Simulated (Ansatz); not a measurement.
# PaIr3 (Pm-3m): phonons at finite temperature, part 2 of 2

Aim: the vibrations and stability of PaIr3 with thermal and zero-point motion included.

Ansatz 0.2.0; DFT LDA, scalar-relativistic, plane waves, PAW.

So far. Step 3 (The given cell once more, occupations Gaussian …): The static pressure at this volume is -6.2 GPa, so this functional's own equilibrium cell is smaller. Step 4 (The given cell once more, occupations …): The static pressure at this volume is -6.2 GPa, so this functional's own equilibrium cell is smaller.

## 5. Sampling the crystal at temperature

Displacements are drawn from a Gaussian whose width depends on temperature, the forces on them update the Gaussian until it is self-consistent, and the free energy's curvature decides stability.

File input.yaml:

```yaml
crystal:
  lattice:
    - [4.047, 0.0, 0.0]
    - [0.0, 4.047, 0.0]
    - [0.0, 0.0, 4.047]
  atoms:
    - { symbol: Pa, position: [0.0, 0.0, 0.0] }
    - { symbol: Ir, position: [0.0, 0.5, 0.5] }
    - { symbol: Ir, position: [0.5, 0.0, 0.5] }
    - { symbol: Ir, position: [0.5, 0.5, 0.0] }
kpoints:
  mp_grid: { grid: [8, 8, 8] }
hamiltonian:
  xc: lda
scf:
  occupations: { method: methfessel_paxton, width: 0.2 }
output:
  stress: true
  eigenvalues: true
phonons:
  method: fd
  supercell: [2, 2, 2]
  temperatures: { t_max: 400, t_step: 50 }
  qpath:
    path:
      - [[0.0, 0.0, 0.0], [0.0, 0.5, 0.0], [0.5, 0.5, 0.0], [0.0, 0.0, 0.0], [0.5, 0.5, 0.5], [0.0, 0.5, 0.0]]
      - [[0.5, 0.5, 0.0], [0.5, 0.5, 0.5]]
    npoints: 10
  self_consistent:
    temperatures: [100.0, 300.0, 600.0]
    max_frames: 128
    max_frequency_error: 2.0
  dielectric: false
  interpolated_qmesh: [11, 11, 11]
```

On the command line:

```sh
$ ansatz run input.yaml --threads 18 --pin off --max-ram 92160MiB --backend cuda --events-out ev --progress --plain --runs-dir out
```

Numbers of over 12 decimals in the logs are rounded to 6 here.

The log of the run:

```text
[...]
Crystal: 32 atoms, lattice volume = 530.261 Å³
Basis set: ecut = 420 eV, 10395 PW (Γ)
Bands: 336, of which v1, the nominal top of the filled ones, is band 256 counted from 1 (255 counted from 0)
Symmetry: 384 space group operations
k-points: 10 of 64
[...]
SCF iter   1: F=—  HF=-386178.116317 eV  |F-HF|=—  |Δ(HF+E_count)|=         —  Δρ=2.57e-8  dr2=1.97e-12  ethr=1.00e-12  ⟨swp⟩=3.0  Hψ=8276  notcnv=0
[...]
SCF iter   2: F=-386178.116317 eV  HF=-386178.116317 eV  |F-HF|=1.16e-10  |Δ(HF+E_count)|=    0.00e0  S|Δr|=    0.00e0  Δρ=1.58e-8  dr2=7.17e-13  ethr=1.00e-12  ⟨swp⟩=2.0  Hψ=4992  notcnv=0
SCF 1 converged in 2 iterations: F = -386178.116317 eV  dr2 = 7.17e-13
[...]
phonons: the bands overlap, so this run is a metal and interpolates without the dipole-dipole term. If the crystal is really an insulator or semiconductor, its LO-TO splitting is missing
concurrent solve slots: 5 of 6 are kept, ahead of what memory takes: no pass of the eigensolver takes more rounds on 5
[...]
Symmetry: 6 space group operations
k-points: 13 of 64 (time reversal used)
[...]
iter 1 solved again at ethr=2.75e-8 eV; its pass at ethr=3.10e-3 eV (dr2=1.41e-4 eV) is discarded
[...]
SCF iter   2: F=—  HF=-386178.113677 eV  |F-HF|=—  |Δ(HF+E_count)|=   3.22e-5  S|Δr|=    0.00e0  Δρ=5.15e-5  dr2=6.17e-5  ethr=2.75e-8  ⟨swp⟩=1.1  Hψ=3634  notcnv=0  defer=283
[...]
SCF iter   8: F=-386178.116268 eV  HF=-386178.116268 eV  |F-HF|=5.82e-11  |Δ(HF+E_count)|=    0.00e0  S|Δr|=    0.00e0  Δρ=1.18e-8  dr2=2.15e-12  ethr=1.00e-12  ⟨swp⟩=5.0  Hψ=14983  notcnv=0
SCF 2 converged in 8 iterations: F = -386178.116268 eV  dr2 = 2.15e-12
[...]
SCF iter   7: F=-386178.116279 eV  HF=-386178.116279 eV  |F-HF|=5.82e-11  |Δ(HF+E_count)|=  5.82e-11  S|Δr|=    0.00e0  Δρ=9.70e-9  dr2=1.55e-12  ethr=1.00e-12  ⟨swp⟩=5.0  Hψ=27494  notcnv=0
SCF 3 converged in 7 iterations: F = -386178.116279 eV  dr2 = 1.55e-12
[...]
softest of the free energy's second derivatives: 77.88 ± 0.41 cm⁻¹ at q 0.5000 0.5000 0.5000; ahead of this temperature's last population 76.78
    the crystal stands in this phase at this temperature, as far as these wave vectors tell
    the ions' mean positions are those at rest
    free energy -48273.011090 ± 0.000339 eV a cell, of which vibrations -0.746550; entropy 220.393 ± 0.120 J/(mol·K) of cells
      by the harmonic crystal on the mesh of its thermodynamic functions, with what the supercell's own 93 modes hold beyond it; by those alone vibrations -0.705538, entropy 210.699
      a free energy on a mesh is no bound; the supercell's own free energy is the best Gaussian's, an upper bound on the crystal's: what lies beyond it on the fitted surface stands below, to be added
    pressure -2.9339 ± 0.0357 GPa; at rest -6.3076, so that the ions' motion makes +3.3738
      stress (GPa, positive in compression): xx -2.9339 ± 0.0357, yy -2.9339 ± 0.0357, zz -2.9339 ± 0.0357, yz 0.0000 ± 0.0000, xz 0.0000 ± 0.0000, xy 0.0000 ± 0.0000
      by the supercell's own 93 modes alone, which lack the rigid motions: in the warmth about 1/32 of what the motion makes, which no ± holds; not to be laid beside figures on a mesh
    beyond the Gaussian, in the hollow that it stands in and those that the ions reach from there, by exact statistics on the surface that is fitted to the frames (rings of 2 beads):
      free energy -0.002951 ± 0.000123 eV a cell
      leaving out a pair of frames, or group of many, changes the fitted energy by up to 0.04 k_B T, T the rings' temperature (one standard deviation); of these ± those of the frequencies lack the bias that few frames leave, and those of the mean squares the mean places' part of it
      pressure +0.0272 ± 0.0178 GPa; with it, by the rings' own mean, -2.9065 ± 0.0285, so that the ions' motion makes +3.4011: by the supercell's own 93 modes alone, as the Gaussian's
      mean square displacement, over the three axes, of site 1 from 0, Ir, the most changed: 0.01462 ± 0.00006 Å², of which +0.00048 beyond the Gaussian's
      softest frequency by how far the rings' centres move (above zero always: no sign of whether the crystal stands): 77.97 ± 0.42 cm⁻¹ at q 0.5000 0.5000 0.5000
    frequencies (cm⁻¹; below zero: imaginary; ±: error) of the harmonic crystal, of the Gaussian, of the free energy's second derivatives, each in its own ascending order
      q 0.0000 0.0000 0.0000
           127.17      126.72 ±  0.27      125.38 ±  0.27
           127.17      126.72 ±  0.27      125.38 ±  0.27
           127.17      126.72 ±  0.27      125.38 ±  0.27
           149.52      147.64 ±  0.23      146.43 ±  0.23
           149.52      147.64 ±  0.23      146.43 ±  0.23
           149.52      147.64 ±  0.23      146.43 ±  0.23
           166.86      171.01 ±  0.19      168.78 ±  0.22
           166.86      171.01 ±  0.19      168.78 ±  0.22
           166.86      171.01 ±  0.19      168.78 ±  0.22
      q 0.0000 0.0000 0.5000, and 2 like it
            89.27       88.47 ±  0.22       86.76 ±  0.24
            89.27       88.47 ±  0.22       86.76 ±  0.24
            98.15       98.29 ±  0.23       96.86 ±  0.23
            98.15       98.29 ±  0.23       96.86 ±  0.23
           132.19      131.42 ±  0.27      129.70 ±  0.28
           133.13      136.64 ±  0.34      134.35 ±  0.38
           140.25      138.79 ±  0.27      136.81 ±  0.35
           144.14      147.55 ±  0.31      145.15 ±  0.38
           144.14      147.55 ±  0.31      145.15 ±  0.38
           147.21      149.13 ±  0.31      147.24 ±  0.34
           147.21      149.13 ±  0.31      147.24 ±  0.34
           169.48      169.40 ±  0.77      167.59 ±  0.77
      q 0.0000 0.5000 0.5000, and 2 like it
           103.75      102.27 ±  0.19      101.14 ±  0.20
           103.75      102.27 ±  0.19      101.14 ±  0.20
           111.51      110.38 ±  0.25      108.81 ±  0.30
           116.71      118.59 ±  0.19      116.31 ±  0.22
           116.71      118.59 ±  0.19      116.31 ±  0.22
           122.71      122.29 ±  0.22      121.64 ±  0.22
           124.48      125.04 ±  0.47      122.40 ±  0.26
           125.26      125.11 ±  0.24      123.64 ±  0.47
           149.24      152.84 ±  0.29      150.37 ±  0.34
           161.62      163.48 ±  0.18      161.18 ±  0.44
           169.54      171.04 ±  0.28      169.22 ±  0.30
           169.54      171.04 ±  0.28      169.22 ±  0.30
      q 0.5000 0.5000 0.5000
            77.13       79.11 ±  0.39       77.88 ±  0.41
            77.13       79.11 ±  0.39       77.88 ±  0.41
            77.13       79.11 ±  0.39       77.88 ±  0.41
           100.78      101.05 ±  0.58       99.69 ±  0.64
           100.78      101.05 ±  0.58       99.69 ±  0.64
           137.15      134.09 ±  0.25      133.50 ±  0.25
           137.15      134.09 ±  0.25      133.50 ±  0.25
           137.15      134.09 ±  0.25      133.50 ±  0.25
           167.31      171.87 ±  0.48      169.71 ±  0.49
           167.31      171.87 ±  0.48      169.71 ±  0.49
           167.31      171.87 ±  0.48      169.71 ±  0.49
           174.35      178.45 ±  0.32      176.23 ±  0.58
```

Elapsed: 1.7 min, on 1 × NVIDIA GB200 with 18 threads of Arm Neoverse V2, shared host; peak memory 2.7 GiB; 20 min of CPU time.

Numbers from this step:

```
point group                     : m-3m
frames solved                   : 32
pressure of the lattice at rest : -6.308 GPa
```

100 K; each column in its own order of rank; one wavevector of each set of like ones; translations left out; no LO-TO term. Modes at 100K, by row, the first 40 of 45 rows:

```tsv
q1	q2	q3	rank	harmonic (cm⁻¹)	gaussian (cm⁻¹)	gaussian error (cm⁻¹)	hessian (cm⁻¹)	hessian error (cm⁻¹)	path integral (cm⁻¹)	path integral error (cm⁻¹)
0	0	0	1	127.2	127.1	0.1	126.9	0.1	126.9	0.1
0	0	0	2	127.2	127.1	0.1	126.9	0.1	126.9	0.1
0	0	0	3	127.2	127.1	0.1	126.9	0.1	126.9	0.1
0	0	0	4	149.5	149.2	0.2	149	0.2	149	0.2
0	0	0	5	149.5	149.2	0.2	149	0.2	149	0.2
0	0	0	6	149.5	149.2	0.2	149	0.2	149	0.2
0	0	0	7	166.9	168	0.1	167.6	0.1	167.7	0.2
0	0	0	8	166.9	168	0.1	167.6	0.1	167.7	0.2
0	0	0	9	166.9	168	0.1	167.6	0.1	167.7	0.2
0	0	0.5	1	89.3	89.2	0.1	88.9	0.1	88.9	0.1
0	0	0.5	2	89.3	89.2	0.1	88.9	0.1	88.9	0.1
0	0	0.5	3	98.1	98.2	0	97.9	0	97.9	0
0	0	0.5	4	98.1	98.2	0	97.9	0	97.9	0
0	0	0.5	5	132.2	131.8	0.2	131.6	0.2	131.5	0.2
0	0	0.5	6	133.1	133.9	0.2	133.5	0.2	133.5	0.2
0	0	0.5	7	140.3	139.8	0.2	139.5	0.2	139.5	0.2
0	0	0.5	8	144.1	144.8	0	144.4	0	144.4	0
0	0	0.5	9	144.1	144.8	0	144.4	0	144.4	0
0	0	0.5	10	147.2	147.6	0	147.3	0	147.3	0.1
0	0	0.5	11	147.2	147.6	0	147.3	0	147.3	0.1
0	0	0.5	12	169.5	169.3	0.1	169	0.1	169	0.2
0	0.5	0.5	1	103.8	103.4	0.1	103.2	0.1	103.2	0.1
0	0.5	0.5	2	103.8	103.4	0.1	103.2	0.1	103.2	0.1
0	0.5	0.5	3	111.5	111.2	0.1	110.9	0.1	110.9	0.1
0	0.5	0.5	4	116.7	117.1	0	116.7	0.1	116.7	0.1
0	0.5	0.5	5	116.7	117.1	0	116.7	0.1	116.7	0.1
0	0.5	0.5	6	122.7	123.2	0.1	122.7	0.2	122.8	0.2
0	0.5	0.5	7	124.5	124.2	0.1	124	0.1	124	0.1
0	0.5	0.5	8	125.3	125.3	0.1	125.1	0.1	125.1	0.1
0	0.5	0.5	9	149.2	150.2	0.1	149.7	0.1	149.8	0.2
0	0.5	0.5	10	161.6	162.1	0.1	161.7	0.1	161.9	0.2
0	0.5	0.5	11	169.5	169.9	0	169.6	0	169.6	0.1
0	0.5	0.5	12	169.5	169.9	0	169.6	0	169.6	0.1
0.5	0.5	0.5	1	77.1	77.5	0.1	77.3	0.1	77.3	0.1
0.5	0.5	0.5	2	77.1	77.5	0.1	77.3	0.1	77.3	0.1
0.5	0.5	0.5	3	77.1	77.5	0.1	77.3	0.1	77.3	0.1
0.5	0.5	0.5	4	100.8	100.7	0.2	100.5	0.2	100.5	0.2
0.5	0.5	0.5	5	100.8	100.7	0.2	100.5	0.2	100.5	0.2
0.5	0.5	0.5	6	137.1	136.6	0.1	136.5	0.1	136.6	0.1
0.5	0.5	0.5	7	137.1	136.6	0.1	136.5	0.1	136.6	0.1
```

300 K; each column in its own order of rank; one wavevector of each set of like ones; translations left out; no LO-TO term. Modes at 300K, by row, the first 40 of 45 rows:

```tsv
q1	q2	q3	rank	harmonic (cm⁻¹)	gaussian (cm⁻¹)	gaussian error (cm⁻¹)	hessian (cm⁻¹)	hessian error (cm⁻¹)	path integral (cm⁻¹)	path integral error (cm⁻¹)
0	0	0	1	127.2	127	0.2	126.3	0.2	126.3	0.2
0	0	0	2	127.2	127	0.2	126.3	0.2	126.3	0.2
0	0	0	3	127.2	127	0.2	126.3	0.2	126.3	0.2
0	0	0	4	149.5	148.6	0.4	148	0.3	147.9	0.4
0	0	0	5	149.5	148.6	0.4	148	0.3	147.9	0.4
0	0	0	6	149.5	148.6	0.4	148	0.3	147.9	0.4
0	0	0	7	166.9	169.1	0.4	167.9	0.4	167.8	0.5
0	0	0	8	166.9	169.1	0.4	167.9	0.4	167.8	0.5
0	0	0	9	166.9	169.1	0.4	167.9	0.4	167.8	0.5
0	0	0.5	1	89.3	89	0.2	88.1	0.2	88.1	0.2
0	0	0.5	2	89.3	89	0.2	88.1	0.2	88.1	0.2
0	0	0.5	3	98.1	98	0.1	97.3	0.1	97.2	0.1
0	0	0.5	4	98.1	98	0.1	97.3	0.1	97.2	0.1
0	0	0.5	5	132.2	131.3	0.4	130.5	0.4	130.4	0.4
0	0	0.5	6	133.1	134.9	0.3	133.7	0.3	133.8	0.3
0	0	0.5	7	140.3	139.1	0.3	138.1	0.3	138.1	0.4
0	0	0.5	8	144.1	145.8	0.2	144.6	0.2	144.5	0.2
0	0	0.5	9	144.1	145.8	0.2	144.6	0.2	144.5	0.2
0	0	0.5	10	147.2	147.9	0.2	147	0.2	147	0.2
0	0	0.5	11	147.2	147.9	0.2	147	0.2	147	0.2
0	0	0.5	12	169.5	169.3	0.3	168.3	0.3	168.4	0.3
0	0.5	0.5	1	103.8	102.8	0.2	102.2	0.2	102.2	0.2
0	0.5	0.5	2	103.8	102.8	0.2	102.2	0.2	102.2	0.2
0	0.5	0.5	3	111.5	110.8	0.2	110	0.2	110.1	0.2
0	0.5	0.5	4	116.7	117.7	0.1	116.5	0.1	116.5	0.2
0	0.5	0.5	5	116.7	117.7	0.1	116.5	0.1	116.5	0.2
0	0.5	0.5	6	122.7	123.4	0.1	122.3	0.3	122.5	0.4
0	0.5	0.5	7	124.5	123.7	0.3	123.1	0.1	123.2	0.2
0	0.5	0.5	8	125.3	125.4	0.2	124.7	0.2	124.7	0.2
0	0.5	0.5	9	149.2	151.2	0.1	150	0.1	150	0.2
0	0.5	0.5	10	161.6	162.5	0.1	161.4	0.1	161.6	0.3
0	0.5	0.5	11	169.5	170.1	0.3	169.2	0.3	169.2	0.3
0	0.5	0.5	12	169.5	170.1	0.3	169.2	0.3	169.2	0.3
0.5	0.5	0.5	1	77.1	78	0.2	77.4	0.2	77.5	0.2
0.5	0.5	0.5	2	77.1	78	0.2	77.4	0.2	77.5	0.2
0.5	0.5	0.5	3	77.1	78	0.2	77.4	0.2	77.5	0.2
0.5	0.5	0.5	4	100.8	100.6	0.3	100	0.3	100	0.3
0.5	0.5	0.5	5	100.8	100.6	0.3	100	0.3	100	0.3
0.5	0.5	0.5	6	137.1	135.5	0.1	135.2	0.1	135.1	0.1
0.5	0.5	0.5	7	137.1	135.5	0.1	135.2	0.1	135.1	0.1
```

600 K; each column in its own order of rank; one wavevector of each set of like ones; translations left out; no LO-TO term. Modes at 600K, by row, the first 40 of 45 rows:

```tsv
q1	q2	q3	rank	harmonic (cm⁻¹)	gaussian (cm⁻¹)	gaussian error (cm⁻¹)	hessian (cm⁻¹)	hessian error (cm⁻¹)	path integral (cm⁻¹)	path integral error (cm⁻¹)
0	0	0	1	127.2	126.7	0.3	125.4	0.3	125.1	0.3
0	0	0	2	127.2	126.7	0.3	125.4	0.3	125.1	0.3
0	0	0	3	127.2	126.7	0.3	125.4	0.3	125.1	0.3
0	0	0	4	149.5	147.6	0.2	146.4	0.2	146.5	0.2
0	0	0	5	149.5	147.6	0.2	146.4	0.2	146.5	0.2
0	0	0	6	149.5	147.6	0.2	146.4	0.2	146.5	0.2
0	0	0	7	166.9	171	0.2	168.8	0.2	168.8	0.4
0	0	0	8	166.9	171	0.2	168.8	0.2	168.8	0.4
0	0	0	9	166.9	171	0.2	168.8	0.2	168.8	0.4
0	0	0.5	1	89.3	88.5	0.2	86.8	0.2	86.6	0.2
0	0	0.5	2	89.3	88.5	0.2	86.8	0.2	86.6	0.2
0	0	0.5	3	98.1	98.3	0.2	96.9	0.2	96.8	0.2
0	0	0.5	4	98.1	98.3	0.2	96.9	0.2	96.8	0.2
0	0	0.5	5	132.2	131.4	0.3	129.7	0.3	129.9	0.3
0	0	0.5	6	133.1	136.6	0.3	134.4	0.4	134.7	0.4
0	0	0.5	7	140.3	138.8	0.3	136.8	0.4	136.7	0.3
0	0	0.5	8	144.1	147.5	0.3	145.2	0.4	145.2	0.3
0	0	0.5	9	144.1	147.5	0.3	145.2	0.4	145.2	0.3
0	0	0.5	10	147.2	149.1	0.3	147.2	0.3	147.4	0.2
0	0	0.5	11	147.2	149.1	0.3	147.2	0.3	147.4	0.2
0	0	0.5	12	169.5	169.4	0.8	167.6	0.8	167.6	0.6
0	0.5	0.5	1	103.8	102.3	0.2	101.1	0.2	101	0.2
0	0.5	0.5	2	103.8	102.3	0.2	101.1	0.2	101	0.2
0	0.5	0.5	3	111.5	110.4	0.2	108.8	0.3	108.8	0.3
0	0.5	0.5	4	116.7	118.6	0.2	116.3	0.2	116.2	0.2
0	0.5	0.5	5	116.7	118.6	0.2	116.3	0.2	116.2	0.2
0	0.5	0.5	6	122.7	122.3	0.2	121.6	0.2	121.6	0.2
0	0.5	0.5	7	124.5	125	0.5	122.4	0.3	122.3	0.4
0	0.5	0.5	8	125.3	125.1	0.2	123.6	0.5	123.8	0.5
0	0.5	0.5	9	149.2	152.8	0.3	150.4	0.3	150.4	0.3
0	0.5	0.5	10	161.6	163.5	0.2	161.2	0.4	161.3	0.4
0	0.5	0.5	11	169.5	171	0.3	169.2	0.3	169.3	0.3
0	0.5	0.5	12	169.5	171	0.3	169.2	0.3	169.3	0.3
0.5	0.5	0.5	1	77.1	79.1	0.4	77.9	0.4	78	0.4
0.5	0.5	0.5	2	77.1	79.1	0.4	77.9	0.4	78	0.4
0.5	0.5	0.5	3	77.1	79.1	0.4	77.9	0.4	78	0.4
0.5	0.5	0.5	4	100.8	101.1	0.6	99.7	0.6	99.5	0.5
0.5	0.5	0.5	5	100.8	101.1	0.6	99.7	0.6	99.5	0.5
0.5	0.5	0.5	6	137.1	134.1	0.2	133.5	0.2	133.5	0.3
0.5	0.5	0.5	7	137.1	134.1	0.2	133.5	0.2	133.5	0.3
```

By temperature, by row:

```tsv
T (K)	verdict	pressure (GPa)	error (GPa)	vibrational free energy (eV/cell)	entropy (J/mol-cell/K)	free energy beyond the Gaussian (eV/cell)	mean-square displacement of the first Pa, sum over three axes, rings (Å²)	rings doubtful
100	stable	-5.582	0.02	0.07513	55.15	-8.02e-5	0.002502	false
300	stable	-4.572	0.046	-0.1549	152.8	-6.85e-4	0.00629	false
600	stable	-2.934	0.036	-0.7466	220.4	-0.00295	0.01249	false
```

Lowest frequency on the supercell's wavevectors (translations apart) against temperature:

```tsv
temperature (K)	harmonic (cm⁻¹)	gaussian (cm⁻¹)	hessian (cm⁻¹)	path integral (cm⁻¹)
100	77.1	77.5	77.3	77.3
300	77.1	78.0	77.4	77.5
600	77.1	79.1	77.9	78.0
```

Free-energy Hessian at 600 K, interpolated by phonopy, no LO-TO term. Phonon branches along the path, in cm⁻¹:

```tsv
point	branch 1	branch 2	branch 3	branch 4	branch 9	branch 10	branch 11	branch 12
Γ	0	0	0	125	146	169	169	169
halfway	48	48	88	122	140	161	161	169
X	87	87	97	97	145	147	147	168
halfway	97	97	101	103	141	155	161	168
M	101	101	109	116	150	161	169	169
halfway	67	74	111	121	151	154	161	169
Γ	0	0	0	125	146	169	169	169
halfway	80	80	113	113	136	161	167	167
R	78	78	78	100	170	170	170	176
halfway	89	98	106	107	155	162	165	168
X	87	87	97	97	145	147	147	168
jump to M	101	101	109	116	150	161	169	169
halfway	90	90	99	104	163	168	168	170
R	78	78	78	100	170	170	170	176
```

The highest branch reaches 176 cm⁻¹ on this path, at R. No branch goes imaginary on this path.

## 6. Summary of results

- 100 K: stable; softest mode 77.3 cm⁻¹ (harmonic 77.1); pressure -5.58 GPa
- 300 K: stable; softest mode 77.4 cm⁻¹ (harmonic 77.1); pressure -4.57 GPa
- 600 K: stable; softest mode 77.9 cm⁻¹ (harmonic 77.1); pressure -2.93 GPa

In words: At fixed cell PaIr3 is judged stable at 100 K, stable at 300 K and stable at 600 K. The crystal is harmonically stable on these wavevectors; at fixed cell its lowest frequency is 77.1 cm⁻¹ in the harmonic picture and 77.9 cm⁻¹ from the free energy at 600 K. At 600 K the largest relative shift among harmonically stable modes above 20 cm⁻¹ that exceeds three times its error is at q = (0, 0, 0.5): 89.3 cm⁻¹ becomes 86.8 ± 0.2 cm⁻¹, matching modes by rank. The pressure column includes -6.3 GPa of the lattice at rest on the supercell's coarser k-mesh; in the Gaussian the ions' motion adds +3.37 GPa at 600 K, from the supercell's own modes alone. The cell is held fixed, the 32-atom supercell samples only its own wavevectors, and linewidths are not included; the verdicts are statistical. The PAW files were made for PBE and are used here under another functional, for which the program regenerates the frozen cores. The series or run stands on the volume of the database entry, not on this functional's own equilibrium cell.

[Logs are printed without paths, hosts, clocks, repeated set-up lines and the standing remarks that a program may print on its own settings, such as how far it seeks lower states.]

[Hosts, paths, dates, database ids (printed as entryN), source tags and the programs' standing remarks are cut or masked in the printed files.]

[A step with changed settings may run another functional than the one named; its input shows which.]
